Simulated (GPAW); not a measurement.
## Quasiparticle gap of Si2MoN4 (MoSi2N4-type monolayer) in GPAW

How does a plane-wave GW calculation on Si2MoN4 (MoSi2N4-type monolayer) run from the first input to the gap?

Main program and level: GPAW 26.7.0; LDA and many-body steps on it, plane waves.

## Step 1: The structure

The cell holds 7 atoms: 1 Mo, 4 N and 2 Si. Cell: a = 2.909 Å, b = 2.909 Å, c = 17.900 Å, α = 90.0°, β = 90.0°, γ = 120.0°. Vacuum lies along c.

The start is a generated structure, not a measured one.

## Step 2: Relaxation

This step: GPAW 26.7.0; DFT, LDA, plane waves, PAW.

Gaps follow bond lengths, so the structure is brought to rest first.

run.py reads:

```python
import json
import numpy as np
from gpaw.mpi import world
from ase import Atoms
from ase.constraints import FixSymmetry
from ase.filters import FrechetCellFilter
from ase.optimize import BFGS
from gpaw import GPAW, PW, FermiDirac

atoms = Atoms(['Mo', 'N', 'N', 'Si', 'Si', 'N', 'N'],
    cell=[[2.9094724000, 0.0000000000, 0.0000000000],
      [-1.4547362000, 2.5196770100, 0.0000000000],
      [0.0000000000, 0.0000000000, 17.9000000000]],
    scaled_positions=[[0.0000000000, 0.0000000000, 0.5000000000],
      [0.3333333333, 0.6666666667, 0.5778577430],
      [0.3333333333, 0.6666666667, 0.4221422570],
      [0.3333333333, 0.6666666667, 0.6738018771],
      [0.3333333333, 0.6666666667, 0.3261981229],
      [0.6666666667, 0.3333333333, 0.6937723783],
      [0.6666666667, 0.3333333333, 0.3062276217]],
    pbc=(True, True, False))
atoms.set_constraint(FixSymmetry(atoms))
atoms.calc = GPAW(mode=PW(700),
    xc='LDA',
    kpts={'size': (9, 9, 1), 'gamma': True},
    occupations=FermiDirac(0.02),
    convergence={'density': 1e-5},
    txt='relax.txt')
steps = []
opt = BFGS(FrechetCellFilter(atoms, mask=[1, 1, 0, 0, 0, 1]), logfile='bfgs.log')
opt.attach(lambda: steps.append([atoms.get_potential_energy(), atoms.cell[:], atoms.positions.copy(), atoms.get_forces()]))
converged = opt.run(fmax=0.03, steps=50)
res = {'converged': bool(converged), 'steps': steps, 'cell': atoms.cell[:], 'frac': atoms.get_scaled_positions()}

if world.rank == 0:
    with open('result.json', 'w') as f:
        json.dump(res, f, default=lambda x: x.tolist())
```

Run with:

```
> mpirun -n 16 gpaw python run.py
```

Numbers of over 12 decimals in the logs are rounded to 6 here.

The log of the run:

```text
Step     Time          Energy          fmax
BFGS:    0       -67.615436        4.301588
BFGS:    1       -68.217484        2.260382
BFGS:    2       -68.611259        0.644778
[...]
BFGS:    9       -68.701873        0.031870
BFGS:   10       -68.702169        0.002870
```

The job ended after 54 s (16 MPI ranks of Arm Neoverse V2, shared host; peak memory 3.7 GiB; 12 min of CPU time).

The steps of the relaxation:

```csv
step,energy less that of the first step (eV),largest force (eV/Å)
1,0.0000,4.3016
2,-0.6020,2.2604
3,-0.9958,0.6448
4,-1.0183,0.5555
5,-1.0766,0.5618
6,-1.0808,0.2080
7,-1.0809,0.0478
8,-1.0814,0.0420
9,-1.0853,0.0664
10,-1.0864,0.0319
11,-1.0867,0.0029
```

The atoms that moved most (Å):

```csv
atom,dx,dy,dz,length
N3,0.000,0.000,0.169,0.169
N2,0.000,0.000,-0.169,0.169
Si4,0.000,0.000,-0.151,0.151
Si5,0.000,0.000,0.151,0.151
```

## Step 3: Ground state

The ground-state density comes first.

run.py reads:

```python
import json
import numpy as np
from gpaw.mpi import world
from ase import Atoms
from gpaw import GPAW, PW, FermiDirac

atoms = Atoms(['Mo', 'N', 'N', 'Si', 'Si', 'N', 'N'],
    cell=[[2.8663392189, 0.0000000000, 0.0000000000],
      [-1.4331696094, 2.4823225794, 0.0000000000],
      [0.0000000000, 0.0000000000, 17.9000000000]],
    scaled_positions=[[0.0000000000, 0.0000000000, 0.5000000000],
      [0.3333333333, 0.6666666667, 0.5684351220],
      [0.3333333333, 0.6666666667, 0.4315648780],
      [0.3333333333, 0.6666666667, 0.6653937866],
      [0.3333333333, 0.6666666667, 0.3346062134],
      [0.6666666667, 0.3333333333, 0.6937060245],
      [0.6666666667, 0.3333333333, 0.3062939755]],
    pbc=(True, True, False))
calc = GPAW(mode=PW(600),
    xc='LDA',
    kpts={'size': (12, 12, 1), 'gamma': True},
    occupations=FermiDirac(0.001),
    nbands=-9,
    convergence={'density': 1e-6, 'bands': -3},
    maxiter=100,
    txt='gs.txt')
atoms.calc = calc
res = {'energy': atoms.get_potential_energy()}
kpts = calc.get_ibz_k_points()
res['kpts'] = kpts
res['eigenvalues'] = [calc.get_eigenvalues(kpt=k) for k in range(len(kpts))]
res['n_electrons'] = calc.get_number_of_electrons()
calc.write('gs.gpw')

if world.rank == 0:
    with open('result.json', 'w') as f:
        json.dump(res, f, default=lambda x: x.tolist())
```

Run with:

```
> mpirun -n 16 gpaw python run.py
```

The log of the run:

```text
__  _  _
 | _ |_)|_||  |
 |__||  | ||/\| - 26.7.0

Input parameters:
  mode=PW(ecut=600.0),
  convergence={'density': 1e-06, 'bands': -3},
  kpts=MonkhorstPack(size=(12, 12, 1), gamma=True),
  maxiter=100,
  nbands=-9,
  occupations=Occupations(name='fermi-dirac', width=0.001, fixmagmom=False),
  xc=XC(name='LDA')
  [... matrices ...]
Diagonalizing LCAO Hamiltonian
Converting LCAO to pw mode

        Si N

        N

       Mo
        N

        Si
           N

Atoms  # Å, Bohr magnetons
|   | symbol |         x |        y |         z |    initial magnetic moments |
| 0 |     Mo |  0.000000 | 0.000000 |  8.950000 | ( 0.0000,  0.0000,  0.0000) |
| 1 |      N | -0.000000 | 1.654882 | 10.174989 | ( 0.0000,  0.0000,  0.0000) |
| 2 |      N | -0.000000 | 1.654882 |  7.725011 | ( 0.0000,  0.0000,  0.0000) |
| 3 |     Si | -0.000000 | 1.654882 | 11.910549 | ( 0.0000,  0.0000,  0.0000) |
| 4 |     Si | -0.000000 | 1.654882 |  5.989451 | ( 0.0000,  0.0000,  0.0000) |
| 5 |      N |  1.433170 | 0.827441 | 12.417338 | ( 0.0000,  0.0000,  0.0000) |
| 6 |      N |  1.433170 | 0.827441 |  5.482662 | ( 0.0000,  0.0000,  0.0000) |

Unit cell  # Å
| periodic |         x |        y |         z |   lengths |     angles |
|      yes |  2.866339 | 0.000000 |  0.000000 |  2.866339 |  90.000000 |
|      yes | -1.433170 | 2.482323 |  0.000000 |  2.866339 |  90.000000 |
|       no |  0.000000 | 0.000000 | 17.900000 | 17.900000 | 120.000000 |

Number of symmetries: 12
Symmetry operations  # r_c * U_cc + t_c -> r_c
|    | kind |            matrix            |
|  0 |  σ   |  1, 1, 0,  0,-1, 0,  0, 0, 1 |
|  1 |  C2  |  1, 1, 0,  0,-1, 0,  0, 0,-1 |
|  2 |  E   |  1, 0, 0,  0, 1, 0,  0, 0, 1 |
|  3 |  σ   |  1, 0, 0,  0, 1, 0,  0, 0,-1 |
|  4 |  C3  |  0, 1, 0, -1,-1, 0,  0, 0, 1 |
|  5 |  S3  |  0, 1, 0, -1,-1, 0,  0, 0,-1 |
|  6 |  σ   |  0,-1, 0, -1, 0, 0,  0, 0, 1 |
|  7 |  C2  |  0,-1, 0, -1, 0, 0,  0, 0,-1 |
|  8 |  σ   | -1, 0, 0,  1, 1, 0,  0, 0, 1 |
|  9 |  C2  | -1, 0, 0,  1, 1, 0,  0, 0,-1 |
| 10 |  C3  | -1,-1, 0,  1, 0, 0,  0, 0, 1 |
| 11 |  S3  | -1,-1, 0,  1, 0, 0,  0, 0,-1 |

BZ-sampling:
  Number of BZ points: 144
  Number of IBZ points: 19

  Monkhorst-Pack size: [12, 12, 1]
  Monkhorst-Pack shift: [0.041667, 0.041667, 0.0]

K-points  # in reciprocal-cell coordinates
|     |                                coordinates |     weight |
|   0 | ( -0.00000000,  -0.00000000,   0.00000000) | 0.00694444 |
|   1 | (  0.08333333,  -0.00000000,   0.00000000) | 0.04166667 |
|   2 | (  0.16666667,  -0.08333333,   0.00000000) | 0.04166667 |
|   3 | (  0.16666667,  -0.00000000,   0.00000000) | 0.04166667 |
|   4 | (  0.25000000,  -0.08333333,   0.00000000) | 0.08333333 |
|   5 | (  0.25000000,  -0.00000000,   0.00000000) | 0.04166667 |
|   6 | (  0.33333333,  -0.16666667,   0.00000000) | 0.04166667 |
|   7 | (  0.33333333,  -0.08333333,   0.00000000) | 0.08333333 |
|   8 | (  0.33333333,  -0.00000000,   0.00000000) | 0.04166667 |
|   9 | (  0.33333333,   0.33333333,   0.00000000) | 0.01388889 |
| ... |                                            |            |
|  18 | (  0.50000000,   0.50000000,   0.00000000) | 0.02083333 |

Plane wave coefficients: 4288
Cutoff: 600.0 eV

Spin-components: 1 (collinear spins)
Bands:           30
Projectors:      36
Spin-degeneracy: 2
Datatype:        complex128

  Storage: CPU
  Wave functions: 38_842_080 bytes (2_427_630 per core)
  Projectors: 41_431_552 bytes (2_589_472 per core)
  [... matrices ...]
Parallelization:
  kpt:    4
  domain: 4
  band:   1

Density:
  Valence electrons: 42.0
  Components: 1
  Grid points: [ 18  18 105]
  Charge: 0.0  # |e|

Potential:
  Grid points: [ 18  18 105]

species:
  Mo:
    name:    Molybdenum
    Z:       42.0
    valence: 14
    core:    28
    charge:  0.0  # [|e|]
    compensation charges:
      type: gauss
      rc: 0.38  # [Å]
      lmax: 2
    cutoffs:
      filter: 2.16  # [Å]
      core: 1.42  # [Å]
    projectors
    | kind |    occ | energy [eV] | rcut [Å] |
    |   4s |  2.000 |     -64.384 |    1.238 |
    |   5s |  1.000 |      -4.319 |    1.238 |
    |   4p |  6.000 |     -38.595 |    1.296 |
    |   5p |  0.000 |      -1.161 |    1.296 |
    |   4d |  5.000 |      -3.933 |    1.296 |
    |    d |        |      23.278 |    1.296 |

    Using partial waves for Mo as LCAO basis

  N:
    name:    Nitrogen
    Z:       7.0
    valence: 5
    core:    2
    charge:  0.0  # [|e|]
    compensation charges:
      type: gauss
      rc: 0.18  # [Å]
      lmax: 2
    cutoffs:
      filter: 1.11  # [Å]
      core: 0.96  # [Å]
    projectors
    | kind |    occ | energy [eV] | rcut [Å] |
    |   2s |  2.000 |     -18.420 |    0.603 |
    |   2p |  3.000 |      -7.237 |    0.529 |
    |    s |        |       8.791 |    0.603 |
    |    p |        |      19.974 |    0.529 |
    |    d |        |       0.000 |    0.577 |

    Using partial waves for N as LCAO basis

  Si:
    name:    Silicon
    Z:       14.0
    valence: 4
    core:    10
    charge:  0.0  # [|e|]
    compensation charges:
      type: gauss
      rc: 0.33  # [Å]
      lmax: 2
    cutoffs:
      filter: 1.86  # [Å]
      core: 2.06  # [Å]
    projectors
    | kind |    occ | energy [eV] | rcut [Å] |
    |   3s |  2.000 |     -10.878 |    1.058 |
    |   3p |  2.000 |      -4.162 |    1.058 |
    |    s |        |      16.334 |    1.058 |
    |    p |        |      23.049 |    1.058 |
    |    d |        |       0.000 |    1.058 |

    Using partial waves for Si as LCAO basis

Reference energy: -131620.737178  # eV

eigensolver:
  PPCG
  Converge bands: -3
  niter=2

density mixing:
  MSR1-Mixer
  Pratt-step length: 0.05
  Maximum mixing coefficient: 0.75
  Old densities: 10
  SVD Regularization: 0.005
  Good broyden scale: 1.0
  Trust region scale: 1.0
  Backstep threshold: 4.0
  History deletion threshold: 6.0
  Fourier metric: weight=20.0, sigma=0.015

occupation numbers:
  Fermi-Dirac:
    width: 0.0010  # eV

poisson solver:
  ecut: 4800.0  # eV

xc functional:
  name: None

Initialization done in: 1.467 s

convergence criteria:
- Maximum integral of absolute [dens]ity change: 1e-06 electrons / valence electron
- Maximum [total energy] change in last 3 cyles: 0.0005 eV / valence electron
- Maximum integral of absolute [eigenst]ate change: 4e-08 eV^2 / valence electron
maximum number of iterations: 100

SCF iterations
|iter     |     time |      energy | eigst |  dens |
|iter:   1|  |  -77.674297 | +0.74 |       |
|iter:   2|  |  -74.917532 | -0.77 | -0.67 |
|iter:   3|  |  -68.264129 | -0.05 | -0.73 |
|iter:   4|  |  -68.214420 | -1.22 | -1.37 |
|iter:   5|  |  -68.156338 | -1.66 | -1.59 |
|iter:   6|  |  -68.150274 | -2.13 | -1.89 |
|iter:   7|  |  -68.145463c| -2.72 | -2.42 |
|iter:   8|  |  -68.145532c| -4.13 | -3.00 |
|iter:   9|  |  -68.145539c| -5.21 | -3.42 |
|iter:  10|  |  -68.145539c| -5.81 | -4.21 |
|iter:  11|  |  -68.145539c| -6.50 | -4.69 |
|iter:  12|  |  -68.145539c| -6.96 | -5.33 |
|iter:  13|  |  -68.145539c| -7.39 | -6.10c|
|iter:  14|  |  -68.145539c| -7.74c| -6.60c|

Converged in 14 steps
SCF loop duration: 7.130 s (0.509 s/step)
Energy contributions relative to reference atoms: (reference = -131620.737178)
  [... matrices ...]
Energy contributions:
  Kinetic:          44.434248
  Coulomb:         -43.402558
  Zero:             -0.515237
  External:          0.000000
  Xc:              -68.661992
  Entropy:          -0.000000
  Spinorbit:         0.000000
  ----------------------------
  Free energy:     -68.145539
  Extrapolated:    -68.145539

dipole moment: (-10.173747, -6.593167, -0.000017)  # |e|*Ang

Fermi level: 3.924
Eigenvalues  # (at kpt = [-0.000, -0.000, 0.000])
| band index |      eig [eV] | occ [0-2] |
|          0 |       -58.581 |     2.000 |
|        ... |               |           |
|         13 |        -1.198 |     2.000 |
|         14 |        -1.198 |     2.000 |
|         15 |        -1.086 |     2.000 |
|         16 |        -1.086 |     2.000 |
|         17 |         0.003 |     2.000 |
|         18 |         0.003 |     2.000 |
|         19 |         0.272 |     2.000 |
|         20 |         2.724 |     2.000 |
|         21 |         5.601 |     0.000 |
[...]
|         25 |         6.997 |     0.000 |
|         26 |         7.188 |     0.000 |
|         27 |         8.022 |     0.000 |
|         28 |         8.495 |     0.000 |
|         29 |         8.741 |     0.000 |

Gap: 1.756 eV
Transition (v -> c):
  (s=0, k=0, n=20, [-0.00, -0.00, 0.00]) -> (s=0, k=9, n=21, [0.33, 0.33, 0.00])
Direct/indirect transitions are different
Direct gap: 2.161 eV
Transition at: (s=0, k=9, n=20, [0.33, 0.33, 0.00])
vacuum-level: 8.309  # V
# Writing to gs.gpw (mode='')
  [... matrices ...]
```

It took 11 s on 16 MPI ranks; peak memory 2.6 GiB.

This step gave:

| Item | Value |
| --- | --- |
| total energy | -68.1455 eV |
| gap | 1.756 eV |
| k of the valence top | 0, 0, 0 |
| k of the conduction bottom | 0.3333, 0.3333, 0 |
| least direct gap | 2.161 eV |

The gap is indirect, with the least direct gap 0.40 eV higher.

## Step 4: Bands along the symmetry lines

The cheap functional maps the bands first; the places of the edges decide which points the dearer methods must see.

run.py reads:

```python
import json
import numpy as np
from gpaw.mpi import world
from gpaw import GPAW

path = [[0.000000, 0.000000, 0.000000],
    [0.062500, 0.000000, 0.000000],
    [0.125000, 0.000000, 0.000000],
    [0.187500, 0.000000, 0.000000],
    [0.250000, 0.000000, 0.000000],
    [0.312500, 0.000000, 0.000000],
    [0.375000, 0.000000, 0.000000],
    [0.437500, 0.000000, 0.000000],
    [0.500000, 0.000000, 0.000000],
    [0.479167, 0.041667, 0.000000],
    [0.458333, 0.083333, 0.000000],
    [0.437500, 0.125000, 0.000000],
    [0.416667, 0.166667, 0.000000],
    [0.395833, 0.208333, 0.000000],
    [0.375000, 0.250000, 0.000000],
    [0.354167, 0.291667, 0.000000],
    [0.333333, 0.333333, 0.000000],
    [0.291667, 0.291667, 0.000000],
    [0.250000, 0.250000, 0.000000],
    [0.208333, 0.208333, 0.000000],
    [0.166667, 0.166667, 0.000000],
    [0.125000, 0.125000, 0.000000],
    [0.083333, 0.083333, 0.000000],
    [0.041667, 0.041667, 0.000000],
    [0.000000, 0.000000, 0.000000]]
calc = GPAW('gs.gpw').fixed_density(kpts=path,
    symmetry='off',
    nbands=31,
    convergence={'bands': 27},
    txt='bands.txt')
res = {}
kpts = calc.get_ibz_k_points()
res['kpts'] = kpts
res['eigenvalues'] = [calc.get_eigenvalues(kpt=k) for k in range(len(kpts))]
res['n_electrons'] = calc.get_number_of_electrons()

if world.rank == 0:
    with open('result.json', 'w') as f:
        json.dump(res, f, default=lambda x: x.tolist())
```

Run with:

```
> mpirun -n 16 gpaw python run.py
```

The log of the run:

```text
Diagonalizing LCAO Hamiltonian
Converting LCAO to pw mode
convergence criteria:
- Maximum integral of absolute [eigenst]ate change: 4e-08 eV^2 / valence electron
maximum number of iterations: 100

SCF iterations
|iter     |     time |      energy | eigst |  dens |
|iter:   1|  |             | +0.86 |       |
|iter:   2|  |             | -0.71 |       |
|iter:   3|  |             | -1.41 |       |
[...]
|iter:  14|  |             | -6.67 |       |
|iter:  15|  |             | -7.28 |       |
|iter:  16|  |             | -7.70c|       |
SCF steps: 16
  __  _  _
 | _ |_)|_||  |
 |__||  | ||/\| - 26.7.0

Input parameters:
  mode=PW(ecut=600.0),
  convergence={'bands': 27},
  gpts=array([ 18,  18, 105]),
  kpts=KPoints(kpts=array([[0.      , 0.      , 0.      ],
         [0.0625  , 0.      , 0.      ],
         [0.125   , 0.      , 0.      ],
         [0.1875  , 0.      , 0.      ],
[...]
[0.479167, 0.041667, 0.      ],
         [0.458333, 0.083333, 0.      ],
[...]
[0.416667, 0.166667, 0.      ],
[...]
[0.25    , 0.25    , 0.      ],
[...]
[0.125   , 0.125   , 0.      ],
         [0.083333, 0.083333, 0.      ],
         [0.041667, 0.041667, 0.      ],
         [0.      , 0.      , 0.      ]])),
  maxiter=100,
  nbands=31,
  occupations=Occupations(name='fermi-dirac', width=0.001, fixmagmom=False),
  parallel={},
  symmetry=Symmetry(point_group=False, time_reversal=False),
  xc=XC(name='LDA')
  [... matrices ...]
timing:  # [seconds]
  Total: 0.047  # ━━━━━━━━━━━━━━━━━━━━━━━━━━━━━━━━━━━━━━━━━━━━━━━━━━━━━━━━━━━
```

Wall time 13 s (16 MPI ranks); peak memory 3.4 GiB.

Numbers from this step:

- gap: 1.756 eV
- k of the valence top: 0, 0, 0
- k of the conduction bottom: 0.3333, 0.3333, 0
- least direct gap: 2.161 eV

The gap is 1.756 eV, as in the run before at this level.

Electronic bands along the path, in eV, zero at the top of the highest filled band:

```csv
point,band 18,band 19,band 20,band 21,band 22,band 23,band 24,band 25
Γ,-2.72,-2.72,-2.45,0.00,2.88,2.88,3.15,3.15
halfway,-3.48,-3.13,-2.38,-1.19,2.77,2.83,3.46,4.40
M,-2.87,-2.09,-2.03,-1.10,2.31,2.81,3.21,3.57
halfway,-3.28,-2.54,-2.17,-0.81,2.49,3.61,3.93,4.23
K,-3.16,-2.72,-2.34,-0.40,1.76,4.24,5.07,5.18
halfway,-3.04,-2.83,-2.41,-1.39,2.80,3.03,3.61,4.65
Γ,-2.72,-2.72,-2.45,0.00,2.88,2.88,3.15,3.15
```

## Step 5: Empty states on the mesh, 12×12×1 mesh, 216 bands

The sums over transitions need many empty states on a uniform mesh; this step solves for them.

run.py reads:

```python
import json
import numpy as np
from gpaw.mpi import world
from gpaw import GPAW

calc = GPAW('gs.gpw').fixed_density(kpts={'size': (12, 12, 1), 'gamma': True},
    nbands=252,
    convergence={'bands': 216},
    txt='nscf.txt')
calc.write('full.gpw', mode='all')
res = {}
kpts = calc.get_ibz_k_points()
res['kpts'] = kpts
res['eigenvalues'] = [calc.get_eigenvalues(kpt=k) for k in range(len(kpts))]
res['n_electrons'] = calc.get_number_of_electrons()

if world.rank == 0:
    with open('result.json', 'w') as f:
        json.dump(res, f, default=lambda x: x.tolist())
```

Run with:

```
> mpirun -n 16 gpaw python run.py
```

The log of the run:

```text
Diagonalizing LCAO Hamiltonian
Converting LCAO to pw mode
convergence criteria:
- Maximum integral of absolute [eigenst]ate change: 4e-08 eV^2 / valence electron
maximum number of iterations: 100

SCF iterations
|iter     |     time |      energy | eigst |  dens |
|iter:   1|  |             | +4.32 |       |
|iter:   2|  |             | +3.13 |       |
|iter:   3|  |             | +2.01 |       |
[...]
|iter:  14|  |             | -6.68 |       |
|iter:  15|  |             | -7.20 |       |
|iter:  16|  |             | -7.65c|       |
SCF steps: 16
  __  _  _
 | _ |_)|_||  |
 |__||  | ||/\| - 26.7.0

Input parameters:
  mode=PW(ecut=600.0),
  convergence={'bands': 216},
  gpts=array([ 18,  18, 105]),
  kpts=MonkhorstPack(size=(12, 12, 1), gamma=True),
  maxiter=100,
  nbands=252,
  occupations=Occupations(name='fermi-dirac', width=0.001, fixmagmom=False),
  parallel={},
  xc=XC(name='LDA')
# Writing to full.gpw (mode='all')
  [... matrices ...]

timing:  # [seconds]
  Total: 0.207  # ━━━━━━━━━━━━━━━━━━━━━━━━━━━━━━━━━━━━━━━━━━━━━━━━━━━━━━━━━━━
```

It took 80 s on 16 MPI ranks; peak memory 3.2 GiB; 19 min of CPU time.

Numbers from this step:

| Item | Value |
| --- | --- |
| gap | 1.756 eV |
| k of the valence top | 0, 0, 0 |
| k of the conduction bottom | 0.3333, 0.3333, 0 |
| least direct gap | 2.161 eV |
| k points computed | 19 |
| lowest point of the top converged band, above the valence top | 69.9049 eV |

On this mesh the gap is 1.756 eV.

(Continued in part 2 of 2.)

[Paths, hosts, dates, memory and timing lines, banners, echoed tables and standing remarks are left out of the program output.]

[Logs are printed without paths, hosts, clocks, repeated set-up lines and the standing remarks that a program may print on its own settings, such as how far it seeks lower states.]

[Runs of the session that timed out or met a known fault of the program may be left out.]

[Hosts, paths, dates, database ids (printed as entryN), source tags and the programs' standing remarks are cut or masked in the printed files.]
